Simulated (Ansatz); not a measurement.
# Cd2C (model cell, started as antifluorite): following an unstable mode, part 3 of 3

Wanted: the energy along a soft mode of Cd2C (model cell, started as antifluorite) and the structure at the end.

Ansatz 0.2.0; DFT PBEsol, scalar-relativistic, plane waves, PAW.

So far. Step 5 (Energy along the mode, all amplitudes (two of the runs …): The lowest of the steps tried is at 0.45 Å, 12.8 meV/atom below the parent; the bottom of the well need not coincide with a step. Step 7 (The new phase in its own primitive cell): The largest force component left is 0.35 meV/Å and the pressure is 0.001 GPa, within the tolerances set. The cell now holds 17.12 Å³/atom. The relaxed cell has a = 4.055, c = 6.247 Å (conventional setting).

The structure was built from a prototype and need not be the compound's stable phase.

**8. Modes of the new phase, k-mesh 8×8×6**

A relaxed structure may still be a saddle point, so its zone-centre modes are computed. No field response is asked, since the mesh shows no gap.

input.yaml reads:

```yaml
crystal:
  lattice:
    - [4.0553634201, 0.0, 0.0]
    - [0.0, 4.0553634201, 0.0]
    - [0.0, 0.0, 6.246587633]
  atoms:
    - { symbol: C, position: [0.5, 0.5, 0.5] }
    - { symbol: C, position: [0.0, 0.0, 0.0] }
    - { symbol: Cd, position: [0.0, 0.5, 0.6457383028] }
    - { symbol: Cd, position: [0.5, 0.0, 0.3542616972] }
    - { symbol: Cd, position: [0.0, 0.5, 0.1457383028] }
    - { symbol: Cd, position: [0.5, 0.0, 0.8542616972] }
kpoints:
  mp_grid: { grid: [8, 8, 6] }
hamiltonian:
  xc: pbesol
scf:
  occupations: { method: methfessel_paxton, width: 0.2 }
output:
  eigenvalues: true
phonons:
  method: dfpt
```

Command:

```
> ansatz run input.yaml --threads 4 --pin off --max-ram 7168MiB --backend cpu --events-out ev --progress --plain --runs-dir out
```

Numbers of over 12 decimals in the logs are rounded to 6 here.

The program printed:

```text
zone centre: on kpoints.mp_grid the ground state, and the responses unless they are solved on pairs of k-points, stand on 100 of the mesh's 384 k-points, reduced under 4 symmetry operations, with k and −k counted as one. Each operation leaves every solved displacement unchanged or reverses it
[...]
Crystal: 6 atoms, lattice volume = 102.731 Å³
Basis set: ecut = 420 eV, 2013 PW (Γ), exchange–correlation on 60×60×96 points (8 copies of the dense FFT grid, shifted against one another)
Bands: 53, of which v1, the nominal top of the filled ones, is band 44 counted from 1 (43 counted from 0)
Symmetry: 16 space group operations
k-points: 100 of 384 (irreducible under 4 space group operations, time reversal used)
[...]
SCF iter   1: F=—  HF=-33223.197616 eV  |F-HF|=—  |Δ(HF+E_count)|=         —  Δρ=8.31e-3  dr2=7.33e-2  ethr=1.77e-3  ⟨swp⟩=6.2  Hψ=17551  notcnv=0
[...]
SCF iter  10: F=-33223.178991 eV  HF=-33223.178991 eV  |F-HF|=0.00e0  |Δ(HF+E_count)|=    0.00e0  S|Δr|=    0.00e0  Δρ=3.87e-8  dr2=9.84e-13  ethr=1.00e-12  ⟨swp⟩=9.1  Hψ=20683  notcnv=0
SCF 1 converged in 10 iterations: F = -33223.178991 eV  dr2 = 9.84e-13
[...]
DFPT response loops at Γ: preconditioner auto → Kerker (q_TF=auto, 2.659 Å⁻¹) (partly filled bands, converged f_vac=0.014); β = 1.00, the filter's whole step (`scf.mixing.beta` (0.50) is not read by the response loops under this deck's `scf.mixing.preconditioner`; to damp them name `kerker` or `kerker_dos`, under which they read `scf.mixing.beta`, and type it under 1.00, their step now; both keys bind the ground state too); Broyden in place of MSR1
SCF converged after 10 iterations
[...]
Free energy (F): -33223.178991 eV
[...]
Internal energy: -33223.178768 eV  (E = F + TS)
E sigma→0 (E₀):  -33223.178935 eV
Entropy (-TS):   -0.000223 eV (-0.037 meV/atom)
Fermi energy:    13.353307 eV
[...]
--- Band table (eV; the first three rows and the last of 100) ---
  k-point 0: bands = [... 40 lower, 10.8230, 12.1330, 12.9458, 12.9458, 13.5950, 14.4798, 15.5854, 17.6692, ... 5 higher]
  k-point 1: bands = [... 40 lower, 10.9503, 11.8239, 12.7898, 12.7898, 13.8842, 14.5815, 15.6528, 17.2404, ... 5 higher]
  k-point 2: bands = [... 40 lower, 11.2932, 11.2932, 12.3917, 12.3917, 14.4107, 14.8034, 15.8485, 16.5636, ... 5 higher]
  k-point 99: bands = [... 40 lower, 9.3461, 9.3461, 10.4011, 10.4011, 15.1930, 15.1930, 16.7410, 16.7410, ... 5 higher]
--- Phonons (Γ-DFPT): 5 representative perturbations + reference, on 100 of 384 k-points (Σ response iterations 18) ---
  k mesh reduced under 4 symmetry operations, with k and −k counted as one. Each operation leaves every solved displacement unchanged or reverses it
  ASR residual: 1.509e-5 → 0.000e0 eV/Å²; symmetrization residual: 3.342e-6 eV/Å²
  ASR residual per site (eV/Å²): 1.51e-5 1.51e-5 9.61e-6 9.61e-6 9.61e-6 9.61e-6
  Γ frequencies (cm⁻¹): -97.04 -23.46 -23.46 0.00 0.00 0.00 54.00 54.00 62.00 90.35 90.35 103.03 136.47 305.98 465.38 465.38 494.97 494.97
  non-analytic LO–TO correction: not included (Born effective charges unavailable; polar crystals: no LO–TO splitting at Γ)
```

Elapsed: 52 s, on 4 threads of AMD EPYC 9R14 (Zen 4), shared host; peak memory 1.7 GiB.

This step gave:

```
sum-rule residual before enforcement                    : 1.51e-5 eV/Å²
point group                                             : 4/mmm
highest optical mode at the zone centre (no LO-TO term) : 495.0 cm⁻¹
lowest optical zone-centre mode                         : -97.04 cm⁻¹
```

Patterns of degenerate modes are one choice out of their space. Modes at Γ, with each element's share of the kinetic energy (negative means imaginary):

```csv
mode,frequency (cm⁻¹),symmetry,C %,Cd %
1,-97.0,A2u,95,5
2,-23.5,Eu,6,94
3,-23.5,Eu,6,94
4,0.0,acoustic,5,95
5,0.0,acoustic,5,95
6,0.0,acoustic,5,95
7,54.0,Eg,5,95
8,54.0,Eg,5,95
9,62.0,A1g,0,100
10,90.3,Eg,5,95
11,90.3,Eg,5,95
12,103.0,B1g,2,98
13,136.5,B2u,0,100
14,306.0,B1g,98,2
15,465.4,Eu,89,11
16,465.4,Eu,89,11
17,495.0,Eg,90,10
18,495.0,Eg,90,10
```

Displacements in mode 1 (-97.0 cm⁻¹), the largest set to 1:
```
C1   0.00  0.00  1.00
C2   0.00  0.00  1.00
Cd3  0.00  0.00 -0.05
Cd4  0.00  0.00 -0.05
Cd5  0.00  0.00 -0.05
Cd6  0.00  0.00 -0.05
```

Displacements in mode 3 (-23.5 cm⁻¹), the largest set to 1:
```
C1   0.24 -1.00  0.00
C2   0.24 -1.00  0.00
Cd3  0.21  0.98  0.00
Cd4 -0.24 -0.87  0.00
Cd5 -0.24 -0.87  0.00
Cd6  0.21  0.98  0.00
```

Before it was imposed, the acoustic sum rule was missed by 1.5e-5 eV/Å². Small misses are needed for a sound result but don't prove that mesh and cutoff are converged. The lowest optical mode is imaginary, 97.0i cm⁻¹, so the energy falls along it.

**9. What came out**

```
unstable mode of the parent                                                      : q = (0, -0.5, -0.5), 36i cm⁻¹
depth at the lowest point sampled                                                : 12.8 meV/atom
largest atomic shift at that point                                               : 0.45 Å
space group reached (within 0.01 Å)                                              : P4_2/nmc
energy gained over the parent (first relaxation, on the mesh of the frozen mode) : 31.6 meV/atom
volume per atom, phase reached                                                   : 17.1 Å³
lowest optical zone-centre mode, phase reached                                   : -97.0 cm⁻¹
highest optical mode at the zone centre (no LO-TO term), phase reached           : 495 cm⁻¹
```

Along this mode the structure falls into P4_2/nmc, 31.6 meV/atom below the parent. At the parent's cell the well is 12.79 meV/atom deep on the steps tried, with its lowest point at a shift of 0.45 Å. Relaxing atoms and cell changes the gain by +18.78 meV/atom against the lowest step (energies at zero smearing). The new phase still has an imaginary mode at the zone centre of its cell, so it is a saddle point on the way to a lower structure. Of the 2 patterns followed to their end from this parent, this one ends 149 meV/atom above the lowest, Pn-3m. Each path keeps the symmetry of its pattern, so a lower phase may lie along a pattern not tried. With no gap, or one that is small against the smearing, the frequencies hang on the k mesh and the smearing, most of all near Kohn anomalies. A phonon run warned that its eigensolver left some bands unconverged in a pass. The starting cell was built on a prototype and not taken from a measurement, so the phase need not exist.

[Logs are printed without paths, hosts, clocks, repeated set-up lines and the standing remarks that a program may print on its own settings, such as how far it seeks lower states.]

[Hosts, paths, dates, database ids (printed as entryN), source tags and the programs' standing remarks are cut or masked in the printed files.]
